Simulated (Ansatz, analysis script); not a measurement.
Entries from a set of simulations; values are calculated unless marked as measured.

```
Linear Ir chain, spacing 3.025 Å: E(q) by the generalised Bloch theorem
1.0
    12.00000    0.00000    0.00000
     0.00000   12.00000    0.00000
     0.00000    0.00000    3.02500
Ir
1
Direct
  0.50000 0.50000 0.00000
# method: PBE with U = 2 eV on Ir d, PAW set soft_2; spin spirals by the generalised Bloch theorem, no spin–orbit coupling (and 2 further levels or steps)
# program: Ansatz 0.2.0 and analysis script 1
# settings of one run: cutoff 420 eV, 1×1×36 k-mesh, cold occupations, smearing width 0.1 eV, cone angle 90 °, wavevectors 10, starting moments 2.12 μB
# cost: 13 runs, 57 min in all on 2 threads of Arm Neoverse N1, shared host (the runs of this entry)
# notes: The program’s warnings: filled band counts differ across k points and symmetry auto disabled. No spin model is given, since a fit of a few shells misses single points by over 4 % of their range. Points of the path without a result: 2. They can lie above or below those tabled. The cell was taken as built, with atoms unrelaxed.
# lowest point with a result: q = 0
# highest point with a result: 77.9 meV a magnetic atom
```

[Logs and program files are shortened in this print: banners, set-up blocks, solver, clock and traceback lines can be left out without a mark of their own.]

[Logs are printed without paths, hosts, clocks, repeated set-up lines and the standing remarks that a program may print on its own settings, such as how far it seeks lower states.]

[Hosts, paths, dates, database ids (printed as entryN), source tags and the programs' standing remarks are cut or masked in the printed files.]
